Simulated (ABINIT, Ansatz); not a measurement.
# CsSnH3 (Pm-3m): zone-centre phonons, part 3 of 5

Aim: the zone-centre modes of CsSnH3 (Pm-3m).

ABINIT 10.8.3; DFT LDA, scalar-relativistic, plane waves, PseudoDojo norm-conserving pseudopotentials.

So far. Step 3 (Ground state): The cell stands at -0.49 GPa: the relaxation ran with a smoothed and higher cutoff, and the difference is a stress of the finite basis. Step 4 (Zone-centre response): The acoustic modes at Γ come out as far as 1.3 cm⁻¹ from zero, where they should vanish, a small numerical error. The lowest optical mode is imaginary, 1477i cm⁻¹, an instability at this level and on this k mesh. The relaxed cell has a = 4.347 Å (conventional setting).

The structure was built from a prototype and need not be the compound's stable phase.

### 5. Zone-centre analysis

anaddb reads the merged derivatives and imposes the acoustic sum rule.

File anaddb.abi:

```
ddb_filepath "gamma_DDB"
output_file "anaddb.abo"
outdata_prefix "anaddb"
asr 1
chneut 1
enunit 2
eivec 1
nph1l 1
qph1l 0.0 0.0 0.0 1.0
```

File mrgddb.in:

```
gamma_DDB
merged
2
dfpt_gammao_DDB
gso_DDB
```

The run is started by

```sh
mrgddb < mrgddb.in > mrgddb.log
OMP_NUM_THREADS=1 anaddb anaddb.abi > anaddb.log
```

anaddb.abo, the main output file:

```text
-outvars_anaddb: echo values of input variables ----------------------

 Miscellaneous information :
      enunit         2
       eivec         1
         asr         1
 First list of wavevector (reduced coord.) :
       nph1l         1
       qph1l
                     0.00000000E+00  0.00000000E+00  0.00000000E+00    1.000E+00

================================================================================

 read the DDB information and perform some checks

  ==== Info on the Cryst% object ====
 Real(R)+Recip(G) space primitive vectors, cartesian coordinates (Bohr,Bohr^-1):
 R(1)=  8.2154742  0.0000000  0.0000000  G(1)=  0.1217215  0.0000000  0.0000000
 R(2)=  0.0000000  8.2154742  0.0000000  G(2)=  0.0000000  0.1217215  0.0000000
 R(3)=  0.0000000  0.0000000  8.2154742  G(3)=  0.0000000  0.0000000  0.1217215
 Unit cell volume ucvol=  5.5449535E+02 bohr^3
 Angles (23,13,12)=  9.00000000E+01  9.00000000E+01  9.00000000E+01 degrees
 Time-reversal symmetry is present
 Reduced atomic positions [iatom, xred, symbol]:
    1)    0.0000000  0.0000000  0.0000000  Cs
    2)    0.5000000  0.5000000  0.5000000  Sn
    3)    0.5000000  0.5000000  0.0000000   H
    4)    0.5000000  0.0000000  0.5000000   H
    5)    0.0000000  0.5000000  0.5000000   H

 DDB file with 3 blocks has been read.

================================================================================

 Treat the first list of vectors

  Phonon wavevector (reduced coordinates) :  0.00000  0.00000  0.00000
 Phonon energies in Hartree :
  -6.728746E-03 -6.728746E-03 -6.728746E-03  0.000000E+00  0.000000E+00
   0.000000E+00  4.089183E-04  4.089183E-04  4.089183E-04  2.821784E-03
   2.821784E-03  2.821784E-03  2.859426E-03  2.859426E-03  2.859426E-03
 Phonon energies in meV     :
- -1.830985E+02 -1.830985E+02 -1.830985E+02  0.000000E+00  0.000000E+00
-  0.000000E+00  1.112723E+01  1.112723E+01  1.112723E+01  7.678465E+01
-  7.678465E+01  7.678465E+01  7.780894E+01  7.780894E+01  7.780894E+01
 Phonon frequencies in cm-1    :
- -1.476789E+03 -1.476789E+03 -1.476789E+03  0.000000E+00  0.000000E+00
-  0.000000E+00  8.974720E+01  8.974720E+01  8.974720E+01  6.193100E+02
-  6.193100E+02  6.193100E+02  6.275714E+02  6.275714E+02  6.275714E+02
 Phonon frequencies in Thz     :
- -4.427302E+01 -4.427302E+01 -4.427302E+01  0.000000E+00  0.000000E+00
-  0.000000E+00  2.690553E+00  2.690553E+00  2.690553E+00  1.856645E+01
-  1.856645E+01  1.856645E+01  1.881412E+01  1.881412E+01  1.881412E+01
 Phonon energies in Kelvin  :
- -2.124770E+03 -2.124770E+03 -2.124770E+03  0.000000E+00  0.000000E+00
-  0.000000E+00  1.291262E+02  1.291262E+02  1.291262E+02  8.910489E+02
-  8.910489E+02  8.910489E+02  9.029353E+02  9.029353E+02  9.029353E+02

 Eigendisplacements
 (will be given, for each mode : in cartesian coordinates
   for each atom the real part of the displacement vector,
   then the imaginary part of the displacement vector - absolute values smaller than 1.0d-7 are set to zero)
  Mode number    1   Energy   -6.728746E-03
 Attention : low frequency mode.
   (Could be unstable or acoustic mode)
-  1  3.74522354E-05  0.00000000E+00  0.00000000E+00
-     0.00000000E+00  0.00000000E+00  0.00000000E+00
-  2  1.45613199E-04  0.00000000E+00  0.00000000E+00
-     0.00000000E+00  0.00000000E+00  0.00000000E+00
-  3  5.84571826E-04  0.00000000E+00  0.00000000E+00
-     0.00000000E+00  0.00000000E+00  0.00000000E+00
-  4  5.84571826E-04 -3.26797020E-07  0.00000000E+00
-     0.00000000E+00  0.00000000E+00  0.00000000E+00
-  5 -2.32571041E-02  0.00000000E+00  0.00000000E+00
-     0.00000000E+00  0.00000000E+00  0.00000000E+00
  Mode number    2   Energy   -6.728746E-03
 Attention : low frequency mode.
   (Could be unstable or acoustic mode)
-  1  0.00000000E+00 -3.74522354E-05  0.00000000E+00
-     0.00000000E+00  0.00000000E+00  0.00000000E+00
-  2  0.00000000E+00 -1.45613199E-04  0.00000000E+00
-     0.00000000E+00  0.00000000E+00  0.00000000E+00
-  3  0.00000000E+00 -5.84571826E-04  0.00000000E+00
-     0.00000000E+00  0.00000000E+00  0.00000000E+00
-  4  0.00000000E+00  2.32571041E-02  0.00000000E+00
-     0.00000000E+00  0.00000000E+00  0.00000000E+00
-  5 -3.26797020E-07 -5.84571826E-04  0.00000000E+00
-     0.00000000E+00  0.00000000E+00  0.00000000E+00
  Mode number    3   Energy   -6.728746E-03
 Attention : low frequency mode.
   (Could be unstable or acoustic mode)
-  1  0.00000000E+00  0.00000000E+00  3.74522354E-05
-     0.00000000E+00  0.00000000E+00  0.00000000E+00
-  2  0.00000000E+00  0.00000000E+00  1.45613199E-04
-     0.00000000E+00  0.00000000E+00  0.00000000E+00
-  3  0.00000000E+00  0.00000000E+00 -2.32571041E-02
-     0.00000000E+00  0.00000000E+00  0.00000000E+00
-  4  0.00000000E+00  0.00000000E+00  5.84571826E-04
-     0.00000000E+00  0.00000000E+00  0.00000000E+00
-  5  0.00000000E+00  0.00000000E+00  5.84571826E-04
-     0.00000000E+00  0.00000000E+00  0.00000000E+00
  Mode number    4   Energy    0.000000E+00
 Attention : low frequency mode.
   (Could be unstable or acoustic mode)
-  1  0.00000000E+00  0.00000000E+00 -1.46776857E-03
-     0.00000000E+00  0.00000000E+00  0.00000000E+00
-  2  0.00000000E+00  0.00000000E+00 -1.46776612E-03
-     0.00000000E+00  0.00000000E+00  0.00000000E+00
-  3  0.00000000E+00  0.00000000E+00 -1.46776803E-03
-     0.00000000E+00  0.00000000E+00  0.00000000E+00
-  4  0.00000000E+00  0.00000000E+00 -1.46778191E-03
-     0.00000000E+00  0.00000000E+00  0.00000000E+00
-  5  0.00000000E+00  0.00000000E+00 -1.46778191E-03
-     0.00000000E+00  0.00000000E+00  0.00000000E+00
  Mode number    5   Energy    0.000000E+00
 Attention : low frequency mode.
   (Could be unstable or acoustic mode)
-  1  2.88647302E-07  1.46776854E-03  0.00000000E+00
-     0.00000000E+00  0.00000000E+00  0.00000000E+00
-  2  2.88646820E-07  1.46776609E-03  0.00000000E+00
-     0.00000000E+00  0.00000000E+00  0.00000000E+00
-  3  2.88649925E-07  1.46778188E-03  0.00000000E+00
-     0.00000000E+00  0.00000000E+00  0.00000000E+00
-  4  2.88649925E-07  1.46776800E-03  0.00000000E+00
-     0.00000000E+00  0.00000000E+00  0.00000000E+00
-  5  2.88647195E-07  1.46778188E-03  0.00000000E+00
-     0.00000000E+00  0.00000000E+00  0.00000000E+00
  Mode number    6   Energy    0.000000E+00
 Attention : low frequency mode.
   (Could be unstable or acoustic mode)
-  1  1.46776854E-03 -2.88647141E-07  0.00000000E+00
-     0.00000000E+00  0.00000000E+00  0.00000000E+00
-  2  1.46776609E-03 -2.88646659E-07  0.00000000E+00
-     0.00000000E+00  0.00000000E+00  0.00000000E+00
-  3  1.46778188E-03 -2.88649764E-07  0.00000000E+00
-     0.00000000E+00  0.00000000E+00  0.00000000E+00
-  4  1.46778188E-03 -2.88647035E-07  0.00000000E+00
-     0.00000000E+00  0.00000000E+00  0.00000000E+00
-  5  1.46776800E-03 -2.88649764E-07  0.00000000E+00
-     0.00000000E+00  0.00000000E+00  0.00000000E+00
  Mode number    7   Energy    4.089183E-04
-  1  0.00000000E+00  0.00000000E+00  1.40265688E-03
-     0.00000000E+00  0.00000000E+00  0.00000000E+00
-  2  0.00000000E+00  0.00000000E+00 -1.54971340E-03
-     0.00000000E+00  0.00000000E+00  0.00000000E+00
-  3  0.00000000E+00  0.00000000E+00 -8.83897600E-04
-     0.00000000E+00  0.00000000E+00  0.00000000E+00
-  4  0.00000000E+00  0.00000000E+00 -7.75648880E-04
-     0.00000000E+00  0.00000000E+00  0.00000000E+00
-  5  0.00000000E+00  0.00000000E+00 -7.75648880E-04
-     0.00000000E+00  0.00000000E+00  0.00000000E+00
  Mode number    8   Energy    4.089183E-04
-  1  0.00000000E+00  1.40265687E-03  0.00000000E+00
-     0.00000000E+00  0.00000000E+00  0.00000000E+00
-  2 -1.05258768E-07 -1.54971340E-03  0.00000000E+00
-     0.00000000E+00  0.00000000E+00  0.00000000E+00
-  3  0.00000000E+00 -7.75648878E-04  0.00000000E+00
-     0.00000000E+00  0.00000000E+00  0.00000000E+00
-  4  0.00000000E+00 -8.83897598E-04  0.00000000E+00
-     0.00000000E+00  0.00000000E+00  0.00000000E+00
-  5  0.00000000E+00 -7.75648878E-04  0.00000000E+00
-     0.00000000E+00  0.00000000E+00  0.00000000E+00
  Mode number    9   Energy    4.089183E-04
-  1  1.40265687E-03  0.00000000E+00  0.00000000E+00
-     0.00000000E+00  0.00000000E+00  0.00000000E+00
-  2 -1.54971340E-03  1.05258833E-07  0.00000000E+00
-     0.00000000E+00  0.00000000E+00  0.00000000E+00
-  3 -7.75648878E-04  0.00000000E+00  0.00000000E+00
-     0.00000000E+00  0.00000000E+00  0.00000000E+00
-  4 -7.75648878E-04  0.00000000E+00  0.00000000E+00
-     0.00000000E+00  0.00000000E+00  0.00000000E+00
-  5 -8.83897598E-04  0.00000000E+00  0.00000000E+00
-     0.00000000E+00  0.00000000E+00  0.00000000E+00
  Mode number   10   Energy    2.821784E-03
-  1  0.00000000E+00  0.00000000E+00  0.00000000E+00
-     0.00000000E+00  0.00000000E+00  0.00000000E+00
-  2  0.00000000E+00  0.00000000E+00  0.00000000E+00
-     0.00000000E+00  0.00000000E+00  0.00000000E+00
-  3  0.00000000E+00  0.00000000E+00  0.00000000E+00
-     0.00000000E+00  0.00000000E+00  0.00000000E+00
-  4  0.00000000E+00  0.00000000E+00 -1.64963405E-02
-     0.00000000E+00  0.00000000E+00  0.00000000E+00
-  5  0.00000000E+00  0.00000000E+00  1.64963405E-02
-     0.00000000E+00  0.00000000E+00  0.00000000E+00
  Mode number   11   Energy    2.821784E-03
-  1  0.00000000E+00  0.00000000E+00  0.00000000E+00
-     0.00000000E+00  0.00000000E+00  0.00000000E+00
-  2  0.00000000E+00  0.00000000E+00  0.00000000E+00
-     0.00000000E+00  0.00000000E+00  0.00000000E+00
-  3  3.99856409E-07 -1.64963404E-02  0.00000000E+00
-     0.00000000E+00  0.00000000E+00  0.00000000E+00
-  4 -3.99856410E-07  0.00000000E+00  0.00000000E+00
-     0.00000000E+00  0.00000000E+00  0.00000000E+00
-  5  0.00000000E+00  1.64963404E-02  0.00000000E+00
-     0.00000000E+00  0.00000000E+00  0.00000000E+00
  Mode number   12   Energy    2.821784E-03
-  1  0.00000000E+00  0.00000000E+00  0.00000000E+00
-     0.00000000E+00  0.00000000E+00  0.00000000E+00
-  2  0.00000000E+00  0.00000000E+00  0.00000000E+00
-     0.00000000E+00  0.00000000E+00  0.00000000E+00
-  3  1.64963404E-02  3.99856409E-07  0.00000000E+00
-     0.00000000E+00  0.00000000E+00  0.00000000E+00
-  4 -1.64963404E-02  0.00000000E+00  0.00000000E+00
-     0.00000000E+00  0.00000000E+00  0.00000000E+00
-  5  0.00000000E+00 -3.99856409E-07  0.00000000E+00
-     0.00000000E+00  0.00000000E+00  0.00000000E+00
  Mode number   13   Energy    2.859426E-03
-  1  0.00000000E+00  0.00000000E+00  6.63502312E-05
-     0.00000000E+00  0.00000000E+00  0.00000000E+00
-  2  0.00000000E+00  0.00000000E+00  2.09820608E-04
-     0.00000000E+00  0.00000000E+00  0.00000000E+00
-  3  0.00000000E+00  0.00000000E+00 -6.55735412E-04
-     0.00000000E+00  0.00000000E+00  0.00000000E+00
-  4  0.00000000E+00  0.00000000E+00 -1.64021800E-02
-     0.00000000E+00  0.00000000E+00  0.00000000E+00
-  5  0.00000000E+00  0.00000000E+00 -1.64021800E-02
-     0.00000000E+00  0.00000000E+00  0.00000000E+00
  Mode number   14   Energy    2.859426E-03
-  1  0.00000000E+00  6.63502312E-05  0.00000000E+00
-     0.00000000E+00  0.00000000E+00  0.00000000E+00
-  2  0.00000000E+00  2.09820608E-04  0.00000000E+00
-     0.00000000E+00  0.00000000E+00  0.00000000E+00
-  3 -1.67582558E-07 -1.64021800E-02  0.00000000E+00
-     0.00000000E+00  0.00000000E+00  0.00000000E+00
-  4 -1.67582558E-07 -6.55735412E-04  0.00000000E+00
-     0.00000000E+00  0.00000000E+00  0.00000000E+00
-  5  0.00000000E+00 -1.64021800E-02  0.00000000E+00
-     0.00000000E+00  0.00000000E+00  0.00000000E+00
  Mode number   15   Energy    2.859426E-03
-  1  6.63502312E-05  0.00000000E+00  0.00000000E+00
-     0.00000000E+00  0.00000000E+00  0.00000000E+00
-  2  2.09820608E-04  0.00000000E+00  0.00000000E+00
-     0.00000000E+00  0.00000000E+00  0.00000000E+00
-  3 -1.64021800E-02  1.67582533E-07  0.00000000E+00
-     0.00000000E+00  0.00000000E+00  0.00000000E+00
-  4 -1.64021800E-02  0.00000000E+00  0.00000000E+00
-     0.00000000E+00  0.00000000E+00  0.00000000E+00
-  5 -6.55735412E-04  1.67582533E-07  0.00000000E+00
-     0.00000000E+00  0.00000000E+00  0.00000000E+00

 Analysis of degeneracies and characters (maximum tolerance=1.00E-06 a.u.)
 For each vibration mode, or group of modes if degenerate,
 the characters are given for each symmetry operation (see the list in the log file).
 Symmetry characters of vibration mode #   1
       degenerate with vibration modes #   2 to    3
  3.0 -3.0 -1.0  1.0 -1.0  1.0 -1.0  1.0  1.0 -1.0 -1.0  1.0  1.0 -1.0 -1.0  1.0
  0.0 -0.0  0.0 -0.0 -0.0  0.0 -0.0  0.0  1.0 -1.0 -1.0  1.0 -1.0  1.0  1.0 -1.0
  0.0 -0.0 -0.0  0.0 -0.0  0.0  0.0 -0.0  1.0 -1.0  1.0 -1.0 -1.0  1.0 -1.0  1.0
 Symmetry characters of vibration mode #   4
       degenerate with vibration modes #   5 to    6
  3.0 -3.0 -1.0  1.0 -1.0  1.0 -1.0  1.0  1.0 -1.0 -1.0  1.0  1.0 -1.0 -1.0  1.0
 -0.0  0.0 -0.0  0.0  0.0 -0.0  0.0 -0.0  1.0 -1.0 -1.0  1.0 -1.0  1.0  1.0 -1.0
 -0.0  0.0  0.0 -0.0  0.0 -0.0 -0.0  0.0  1.0 -1.0  1.0 -1.0 -1.0  1.0 -1.0  1.0
 Symmetry characters of vibration mode #   7
       degenerate with vibration modes #   8 to    9
  3.0 -3.0 -1.0  1.0 -1.0  1.0 -1.0  1.0  1.0 -1.0 -1.0  1.0  1.0 -1.0 -1.0  1.0
 -0.0  0.0 -0.0  0.0  0.0 -0.0  0.0 -0.0  1.0 -1.0 -1.0  1.0 -1.0  1.0  1.0 -1.0
 -0.0  0.0  0.0 -0.0  0.0 -0.0 -0.0  0.0  1.0 -1.0  1.0 -1.0 -1.0  1.0 -1.0  1.0
 Symmetry characters of vibration mode #  10
       degenerate with vibration modes #  11 to   12
  3.0 -3.0 -1.0  1.0 -1.0  1.0 -1.0  1.0 -1.0  1.0  1.0 -1.0 -1.0  1.0  1.0 -1.0
 -0.0  0.0 -0.0  0.0  0.0 -0.0  0.0 -0.0 -1.0  1.0  1.0 -1.0  1.0 -1.0 -1.0  1.0
 -0.0  0.0  0.0 -0.0  0.0 -0.0 -0.0  0.0 -1.0  1.0 -1.0  1.0  1.0 -1.0  1.0 -1.0
 Symmetry characters of vibration mode #  13
       degenerate with vibration modes #  14 to   15
  3.0 -3.0 -1.0  1.0 -1.0  1.0 -1.0  1.0  1.0 -1.0 -1.0  1.0  1.0 -1.0 -1.0  1.0
  0.0 -0.0  0.0 -0.0 -0.0  0.0 -0.0  0.0  1.0 -1.0 -1.0  1.0 -1.0  1.0  1.0 -1.0
  0.0 -0.0 -0.0  0.0 -0.0  0.0  0.0 -0.0  1.0 -1.0  1.0 -1.0 -1.0  1.0 -1.0  1.0
-
```

The job ended after 0.5 s (1 thread of Arm Neoverse V2, shared host).

No LO-TO term; unit eigenvectors of the mass-weighted matrix, from anaddb's displacements. Modes at Γ, with each element's share of the kinetic energy (negative means imaginary):

| mode | frequency (cm⁻¹) | symmetry | Cs % | Sn % | H % |
| --- | --- | --- | --- | --- | --- |
| 1 | -1476.8 | T1u | 0 | 0 | 100 |
| 2 | -1476.8 | T1u | 0 | 0 | 100 |
| 3 | -1476.8 | T1u | 0 | 0 | 100 |
| 4 | 0.0 | acoustic | 52 | 47 | 1 |
| 5 | 0.0 | acoustic | 52 | 47 | 1 |
| 6 | 0.0 | acoustic | 52 | 47 | 1 |
| 7 | 89.7 | T1u | 48 | 52 | 0 |
| 8 | 89.7 | T1u | 48 | 52 | 0 |
| 9 | 89.7 | T1u | 48 | 52 | 0 |
| 10 | 619.3 | T2u | 0 | 0 | 100 |
| 11 | 619.3 | T2u | 0 | 0 | 100 |
| 12 | 619.3 | T2u | 0 | 0 | 100 |
| 13 | 627.6 | T1u | 0 | 1 | 99 |
| 14 | 627.6 | T1u | 0 | 1 | 99 |
| 15 | 627.6 | T1u | 0 | 1 | 99 |

Displacements in mode 3 (-1476.8 cm⁻¹), the largest set to 1:
```
Cs1  0.00  0.00  0.00
Sn2  0.00  0.00  0.01
H3   0.00  0.00 -1.00
H4   0.00  0.00  0.03
H5   0.00  0.00  0.03
```

Displacements in mode 10 (619.3 cm⁻¹), the largest set to 1:
```
Cs1  0.00  0.00  0.00
Sn2  0.00  0.00  0.00
H3   0.00  0.00  0.00
H4   0.00  0.00 -1.00
H5   0.00  0.00  1.00
```

The rule moves no optical mode by more than 0.1 cm⁻¹.

(Part 3 of 5 ends here.)

[Host names and launcher messages were left out of these logs when they were recorded.]

[Logs are printed without paths, hosts, clocks, repeated set-up lines and the standing remarks that a program may print on its own settings, such as how far it seeks lower states.]

[Hosts, paths, dates, database ids (printed as entryN), source tags and the programs' standing remarks are cut or masked in the printed files.]
